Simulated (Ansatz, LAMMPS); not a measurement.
# Glassy 80GeO2-20CaO (mol %) (98 atoms) in motion

Aim: follow glassy 80GeO2-20CaO (mol %) (98 atoms) for a short time with forces from DFT, then look at structure and electrons in the last frame.

Program: Ansatz 0.2.0. Level of theory: Kohn-Sham DFT, PBE, PAW (set soft_2), plane waves. Results are calculated unless marked as measured.

## 1. Starting point

The cell holds 98 atoms: 28 Ge, 7 Ca and 63 O. Cell: a = 11.372 Å, b = 11.372 Å, c = 11.372 Å, α = 90.0°, β = 90.0°, γ = 90.0°. 98 atoms (28 Ge, 7 Ca, 63 O) placed at random at 3.67 g/cm³, melted at 4000 K for 10 ps at fixed volume with the Morse and Coulomb pair potential with partial charges (Pedone, Malavasi, Menziani, Cormack and Segre, J. Phys. Chem. B 110, 11780 (2006)). Quenched from 3000 K to 300 K at 50 K/ps and fixed volume, held 10 ps at zero pressure.

What the set-up can't give: The quench rate of 50 K/ps is many orders above laboratory rates, so the cell is likely richer in defects and strain than a real sample. The starting topology of bonds comes from the classical model. Sampling is at Γ alone, for a cell whose shortest periodic width is 11 Å.

## 2. Single point at the start

The forces at the start show how far the geometry lies from a minimum of this functional.

The input, input.yaml:

```yaml
crystal:
  lattice:
    - [11.37166, 0.0, 0.0]
    - [0.0, 11.37166, 0.0]
    - [0.0, 0.0, 11.37166]
  atoms:
    - { symbol: Ge, position: [0.6315, 0.5028, 0.10094] }
    - { symbol: Ge, position: [0.35326, 0.94463, 0.58159] }
    - { symbol: Ge, position: [0.91063, 0.72426, 0.49835] }
    - { symbol: Ge, position: [0.31501, 0.40367, 0.79171] }
    [... 88 atom lines left out ...]
    - { symbol: O, position: [0.91992, 0.17248, 0.92697] }
    - { symbol: O, position: [0.34812, 0.31614, 0.91573] }
    - { symbol: O, position: [0.81887, 0.82091, 0.43063] }
    - { symbol: O, position: [0.46158, 0.88909, 0.67549] }
    - { symbol: O, position: [0.77709, 0.22995, 0.24412] }
    - { symbol: O, position: [0.5858, 0.10418, 0.15959] }
kpoints:
  mp_grid: { grid: [1, 1, 1] }
hamiltonian:
  xc: pbe
scf:
  occupations: { method: gaussian, width: 0.05 }
output:
  forces: true
```

Started as:

```sh
> ansatz run input.yaml --threads 4 --pin off --max-ram 8192MiB --backend cpu --events-out ev --progress --plain --runs-dir out
```

Elapsed: 19 s, on 4 threads of Arm Neoverse V2, shared host; peak memory 2.2 GiB; 73 s of CPU time.

The run gave:

```
free energy            : -168728.8416 eV
free energy per atom   : -1721.7229 eV/atom
SCF cycles             : 10
r.m.s. force component : 1.241 eV/Å
longest force          : 4.893 eV/Å
Fermi energy           : 5.499 eV
```

The r.m.s. force component of 1.2 eV/Å sets the starting point.

Neighbours are counted within 2.08 Å (O-Ge), 3.08 Å (O-Ca).

Length of the force by element and coordination:

```csv
element,coordination,atoms,mean length of the force (eV/Å),spread,least,most
Ca,all,7,0.785,0.129,0.654,1.06
Ca,4,2,0.674,0.0201,0.654,0.694
Ca,5,1,0.750,0,0.750,0.750
Ca,6,4,0.849,0.135,0.694,1.06
Ge,all,28,2.16,0.784,0.736,4.03
Ge,4,27,2.13,0.788,0.736,4.03
Ge,5,1,2.80,0,2.80,2.80
O,all,63,2.00,0.877,0.489,4.89
O,2,41,1.93,0.829,0.489,3.88
O,3,20,2.13,0.909,0.993,4.89
O,4,2,2.24,1.24,1.00,3.49
```

## 3. Dynamics at 900 K

A Langevin thermostat couples each atom to a heat bath, at the price of damped dynamics. The time step is 1.0 fs.

input.yaml: that of step 2 with these lines changed.

```diff
@@ -15 +15,8 @@
   forces: true
+md:
+  timestep: 1.0
+  n_steps: 160
+  ensemble: nvt_langevin
+  temperature: 900
+  initial_velocities: maxwell_boltzmann
+  seed: 6585
```

Run time: 40 min. Hardware: 4 threads; peak memory 2.5 GiB; 2.6 h of CPU time.

The program notes that it switched symmetry off.

The trajectory, sampled:

```csv
time (fs),T (K),potential (meV/atom)
0.0,891,0.0
11.0,998,-25.2
21.0,1055,-28.8
32.0,777,1.9
43.0,825,4.1
53.0,794,-6.3
64.0,896,-12.8
75.0,858,-11.9
85.0,820,-14.7
96.0,846,-22.0
107.0,803,-11.0
117.0,814,-9.0
128.0,757,-9.3
139.0,765,-5.4
149.0,791,-6.7
160.0,893,-10.1
```

Mean square displacement from the first frame to the last: Ge 0.065 Å², Ca 0.083 Å², O 0.16 Å².

The mean square displacement by time lag:

```csv
time lag (fs),Ca (Å²),Ge (Å²),O (Å²)
1.0,3.9e-5,2.5e-5,1.4e-4
4.0,6.2e-4,4.0e-4,0.00226
7.0,0.00184,0.00118,0.00671
10.0,0.00364,0.00232,0.0131
14.0,0.00687,0.00431,0.0237
17.0,0.00981,0.00606,0.0325
20.0,0.0131,0.00799,0.0415
24.0,0.0181,0.0107,0.0531
27.0,0.0221,0.0129,0.0610
30.0,0.0262,0.0150,0.0683
33.0,0.0306,0.0172,0.0748
37.0,0.0365,0.0201,0.0826
40.0,0.0408,0.0222,0.0878
43.0,0.0451,0.0243,0.0926
47.0,0.0506,0.0269,0.0984
50.0,0.0544,0.0289,0.102
53.0,0.0581,0.0308,0.106
56.0,0.0615,0.0326,0.109
60.0,0.0656,0.0348,0.113
63.0,0.0684,0.0364,0.115
66.0,0.0708,0.0379,0.117
70.0,0.0737,0.0398,0.120
73.0,0.0754,0.0412,0.121
76.0,0.0769,0.0424,0.122
80.0,0.0783,0.0439,0.124
```

Over the second half of 160 fs the temperature averages 813 K with swings of 44 K r.m.s. From first frame to last O has the largest mean square displacement, 0.16 Å² at the end; the farthest move is 0.86 Å. The count of bonds goes from 152 in the first frame to 154 in the last, by one set of cutoffs: 0 pairs passed out of them and 2 came within. The run spans 0.16 ps, too short for its means to be equilibrium values.

## 4. Structure statistics late in the run

The g(r) is a mean over the second half; what follows it is taken at the last frame.

Bonds before and after, by the cutoffs listed below:

```csv
pair,bonds before,bonds after,mean before (Å),mean after (Å),spread before (Å),spread after (Å)
O-Ge,115,115,1.743,1.814,0.082,0.100
O-Ca,37,39,2.436,2.422,0.181,0.228
```

Density 3.75 g/cm³, 15.01 Å³ an atom.

Mean of 15 frames. Pair distribution functions g(r), in bins of 0.2 Å:

```csv
r (Å),total,O-O,O-Ge,O-Ca,Ge-Ge,Ge-Ca,Ca-Ca
1.60,0.47,0.00,1.28,0.00,0.00,0.00,0.00
1.80,3.35,0.00,9.13,0.00,0.00,0.00,0.00
2.00,0.47,0.00,1.19,0.38,0.00,0.00,0.00
2.20,0.29,0.00,0.11,2.73,0.00,0.00,0.00
2.40,0.44,0.23,0.04,3.57,0.00,0.00,0.00
2.60,0.58,1.10,0.03,1.27,0.00,0.00,0.00
2.80,1.25,2.72,0.17,0.77,0.00,0.05,0.00
3.00,1.21,2.49,0.17,0.17,0.67,1.01,0.68
3.20,1.10,1.39,0.44,0.50,2.92,1.87,1.38
3.40,1.01,0.80,0.74,0.57,3.09,2.25,1.46
3.60,0.79,0.71,0.81,0.69,0.54,1.84,2.57
3.80,0.95,0.71,1.31,0.69,0.04,2.33,1.90
4.00,1.02,0.77,1.37,0.93,0.70,1.21,1.69
4.20,0.96,0.66,1.29,1.08,0.99,0.65,0.99
4.40,1.15,0.72,1.72,1.36,0.74,0.75,1.11
4.60,1.16,0.77,1.58,1.62,1.16,0.34,1.23
4.80,0.97,0.94,1.08,1.14,0.94,0.04,0.00
5.00,0.99,1.15,0.74,1.08,1.25,0.90,0.31
5.20,1.09,1.27,0.78,1.09,1.42,1.45,0.36
5.40,1.08,1.29,0.76,0.99,1.32,1.55,0.32
5.60,0.99,1.25,0.69,0.93,1.08,0.94,0.76
```

Bonds by pair of elements; cutoffs follow the first minimum of g(r), held within bounds set by covalent radii, and pairs that aren't listed don't count as bonded:

```csv
pair A-B,cutoff (Å),bonds,mean length (Å),spread (Å),shortest (Å),B about A,A about B
O-Ge,2.27,115,1.81,0.1,1.62,1.82,4.11
O-Ca,3.02,39,2.42,0.228,1.99,0.619,5.57
```

How many atoms have how many bonded neighbours:

```csv
element,mean,2,3,4,5,6,7
Ca,5.57,0,0,1,2,3,1
Ge,4.11,0,0,25,3,0,0
O,2.44,38,22,3,0,0,0
```

Bond angles, per cent of each kind in bins of 5°:

```csv
angle (°),O-Ge-O,O-Ca-O,Ca-O-Ge,Ge-O-Ge,Ca-O-Ca
50–55,0.0,1.1,0.0,0.0,0.0
55–60,0.0,1.1,0.0,0.0,0.0
60–65,0.0,8.7,0.0,0.0,0.0
65–70,0.0,5.4,0.0,0.0,0.0
70–75,0.6,3.3,0.0,0.0,0.0
75–80,0.6,6.5,0.0,0.0,0.0
80–85,2.2,1.1,1.7,0.0,8.3
85–90,3.3,9.8,12.1,0.0,8.3
90–95,6.1,10.9,3.5,0.0,16.7
95–100,13.3,4.3,12.1,0.0,16.7
100–105,12.8,4.3,8.6,1.9,8.3
105–110,18.3,5.4,15.5,1.9,0.0
110–115,15.0,8.7,8.6,13.5,8.3
115–120,10.6,4.3,5.2,1.9,0.0
120–125,7.2,5.4,5.2,11.5,33.3
125–130,5.6,1.1,10.3,9.6,0.0
130–135,1.1,5.4,8.6,17.3,0.0
135–140,0.6,2.2,3.5,9.6,0.0
140–145,0.6,2.2,3.5,19.2,0.0
145–150,0.6,1.1,1.7,3.9,0.0
150–155,0.6,2.2,0.0,7.7,0.0
155–160,0.0,1.1,0.0,1.9,0.0
160–165,0.6,2.2,0.0,0.0,0.0
165–170,0.6,0.0,0.0,0.0,0.0
170–175,0.0,2.2,0.0,0.0,0.0
```

Bond angles (no mean is given where the spread exceeds 20°):

```csv
angle,count,mean (°),spread (°)
O-Ge-O,180,109,13.8
O-Ca-O,92,-,-
Ca-O-Ge,58,112,16.7
Ge-O-Ge,52,132,13
Ca-O-Ca,12,105,14.3
```

Oxygen atoms by the number of network formers (Si, P, Ge, B, Al, As, Ga) bound to them:

```csv
network formers bound to O,O atoms,per cent
0,0,0
1,11,17.5
2,52,82.5
```

Network units: each former by its oxygen neighbours and how many of them bridge to another former:

```csv
former,O neighbours,bridging O,atoms
Ge,4,2,1
Ge,4,3,8
Ge,4,4,16
Ge,5,4,1
Ge,5,5,2
```

Bond length by coordination (bonds to H left out):

```csv
element,coordination,atoms,mean bond length (Å)
Ca,4,1,2.40
Ca,5,2,2.36
Ca,6,3,2.41
Ca,7,1,2.55
Ge,4,25,1.8
Ge,5,3,1.91
O,2,38,1.82
O,3,22,2.08
O,4,3,2.30
```

Rings of the network by King's shortest-path rule, up to 12 atoms, one path for each pair of neighbours; H, halogens, alkali and alkaline-earth atoms are left out, and the last column divides by all other atoms, bonded or not:

```csv
ring size (atoms),rings,per network atom
6,2,0.022
8,3,0.033
10,5,0.055
12,14,0.154
```

First main peaks of g(r), for some of the pairs, lie near 2.9 Å (O-O), 1.8 Å (O-Ge), 2.3 Å (O-Ca) and 3.3 Å (Ge-Ge). Counting bonds as in the table, 43 % of Ca atoms have 6, 89 % of Ge atoms have 4 and 60 % of O atoms have 2 bonded neighbours. The O-Ge-O angle averages 109° with a spread of 14°. 82 % of the oxygens bridge two formers (Ge) and 18 % are non-bridging. The commonest Ge unit has 4 oxygens, 4 of them shared with other formers (16 of 28 atoms). Rings of 12 atoms are the most common (58 % of those counted); sizes run from 6 to 12, where the search stops.

## 5. Single point at the last frame

The last frame is solved once more, with the analyses that the dynamics left out.

The input, input.yaml:

```yaml
crystal:
  lattice:
    - [11.37166, 0.0, 0.0]
    - [0.0, 11.37166, 0.0]
    - [0.0, 0.0, 11.37166]
  atoms:
    - { symbol: Ge, position: [0.65381, 0.51311, 0.09641] }
    - { symbol: Ge, position: [0.36879, 0.93998, 0.58369] }
    - { symbol: Ge, position: [0.92973, 0.74907, 0.47663] }
    - { symbol: Ge, position: [0.31368, 0.39148, 0.81597] }
    [... 88 atom lines left out ...]
    - { symbol: O, position: [0.89896, 0.22392, 0.93287] }
    - { symbol: O, position: [0.34329, 0.32106, 0.95263] }
    - { symbol: O, position: [0.80347, 0.83505, 0.4334] }
    - { symbol: O, position: [0.45876, 0.88869, 0.71639] }
    - { symbol: O, position: [0.77595, 0.24795, 0.25047] }
    - { symbol: O, position: [0.61588, 0.07977, 0.16492] }
kpoints:
  mp_grid: { grid: [1, 1, 1] }
hamiltonian:
  xc: pbe
scf:
  occupations: { method: gaussian, width: 0.05 }
output:
  forces: true
  stress: true
  populations: true
  dos:
    method: { smearing: { sigma: 0.15 } }
    de: 0.1
    projected: { site_lists: { Ca: [Ca], Ge: [Ge], O: [O] } }
  eigenvalues: true
  write_density: true
  write_potential: true
  volumetric_format: npy
```

The job ended after 33 s (4 threads; peak memory 2.3 GiB; 2.1 min of CPU time).

Numbers from this run:

```
free energy                                      : -168729.8281 eV
free energy per atom                             : -1721.7329 eV/atom
SCF cycles                                       : 10
pressure                                         : -0.397 GPa
r.m.s. force component                           : 1.273 eV/Å
longest force                                    : 4.996 eV/Å
Fermi energy                                     : 5.271 eV
gap (highest filled to lowest empty level) : 1.182 eV
spilling of the projection                       : 0.006484
```

Neighbours are counted within 2.27 Å (O-Ge), 3.02 Å (O-Ca), the cutoffs taken from the dynamics.

Length of the force by element and coordination:

```csv
element,coordination,atoms,mean length of the force (eV/Å),spread,least,most
Ca,all,7,1.11,0.749,0.400,2.26
Ca,4,1,0.475,0,0.475,0.475
Ca,5,2,1.43,0.832,0.593,2.26
Ca,6,3,1.36,0.647,0.743,2.25
Ca,7,1,0.400,0,0.400,0.400
Ge,all,28,2.56,0.972,1.21,5.00
Ge,4,25,2.56,0.979,1.21,5.00
Ge,5,3,2.57,0.909,1.30,3.39
O,all,63,1.74,1.00,0.268,4.26
O,2,38,1.88,0.999,0.533,4.26
O,3,22,1.59,1.03,0.268,3.87
O,4,3,1.12,0.0956,0.989,1.21
```

Löwdin charges by element and coordination (they lack the spilled electrons, 0.056 e an atom on average):

```csv
element,coordination,atoms,mean charge (e),spread,least,most
Ca,all,7,1.78,0.0092,1.77,1.79
Ca,4,1,1.77,0,1.77,1.77
Ca,5,2,1.78,0.0064,1.77,1.78
Ca,6,3,1.78,0.0116,1.77,1.79
Ca,7,1,1.78,0,1.78,1.78
Ge,all,28,1.50,0.0373,1.42,1.59
Ge,4,25,1.51,0.0387,1.42,1.59
Ge,5,3,1.48,0.0118,1.47,1.50
O,all,63,-0.779,0.0962,-1.04,-0.664
O,2,38,-0.733,0.0612,-0.953,-0.664
O,3,22,-0.836,0.0906,-1.02,-0.738
O,4,3,-0.946,0.0912,-1.04,-0.824
```

Density of states as counts of states in windows of 1 eV (from the Fermi level), total and the larger projections:

```csv
from (eV),to (eV),total,O p,Ge p,Ge s,O s
-18,-17,32.6,0.4,4.1,0.7,25.2
-17,-16,13.0,0.2,1.2,0.3,9.7
-16,-15,1.2,0.0,0.1,0.0,0.9
-15,-11,0.0,0.0,0.0,0.0,0.0
-11,-10,8.9,4.9,0.3,3.1,0.5
-10,-9,13.6,7.6,0.7,4.3,0.9
-9,-8,15.8,9.1,1.3,3.9,1.3
-8,-7,13.4,8.2,1.5,2.5,1.0
-7,-6,24.3,17.2,5.2,0.9,0.6
-6,-5,40.2,29.5,7.5,1.0,1.5
-5,-4,45.8,37.1,5.2,0.6,1.9
-4,-3,71.9,64.5,3.7,0.4,1.6
-3,-2,86.1,81.4,1.7,0.2,0.9
-2,-1,49.8,47.5,0.7,0.1,0.3
-1,0,8.2,7.8,0.1,0.0,0.1
0,1,2.0,0.6,0.1,0.8,0.3
1,2,4.3,1.5,0.4,1.7,0.5
2,3,15.7,5.3,2.2,6.0,1.7
3,4,15.4,4.6,2.7,5.3,1.5
4,5,23.2,5.0,5.8,4.8,1.6
```

Between -26 and -18 eV lie 398 more states.

The levels nearest the highest filled one (over half full), pooled over k-points and spins:

```csv
level less the highest filled one (eV),occupation
-0.533,2
-0.411,2
-0.292,2
-0.242,2
-0.167,2
0,2
1.18,0
2.13,0
2.46,0
2.73,0
2.81,0
2.93,0
```

Mean Löwdin charges: Ca +1.78, Ge +1.50, O -0.78 e (they miss 0.65 % of the electrons, so they add up to more than the cell's charge).

## 6. Summary of results

| Item | Value |
| --- | --- |
| mean temperature, second half | 813 K |
| temperature swing, second half | 44.07 K |
| free energy per atom | -1721.7329 eV/atom |
| pressure | -0.397 GPa |
| r.m.s. force component | 1.273 eV/Å |
| gap (highest filled to lowest empty level) | 1.182 eV |
| wall time of the 3 DFT runs | 41 min |

In words: Over the second half of 160 fs the temperature averages 813 K with swings of 44 K r.m.s. The count of bonds goes from 152 in the first frame to 154 in the last, by one set of cutoffs: 0 pairs passed out of them and 2 came within. The run spans 0.16 ps, too short for its means to be equilibrium values. Counting bonds as in the table, 43 % of Ca atoms have 6, 89 % of Ge atoms have 4 and 60 % of O atoms have 2 bonded neighbours. 82 % of the oxygens bridge two formers (Ge) and 18 % are non-bridging. Filled and empty levels are parted by 1.18 eV (at Γ alone); a semilocal functional tends to put such gaps too low. In a disordered cell it changes from sample to sample, and tail or defect levels can set it.

**Limits.** The starting topology of bonds comes from the classical model; in DFT 0 of its 152 bonded pairs passed out of the cutoffs and 2 came within them. The pressure of a single frame lacks the kinetic term, about 0.75 GPa here.

[Logs are printed without paths, hosts, clocks, repeated set-up lines and the standing remarks that a program may print on its own settings, such as how far it seeks lower states.]

[Hosts, paths, dates, database ids (printed as entryN), source tags and the programs' standing remarks are cut or masked in the printed files.]
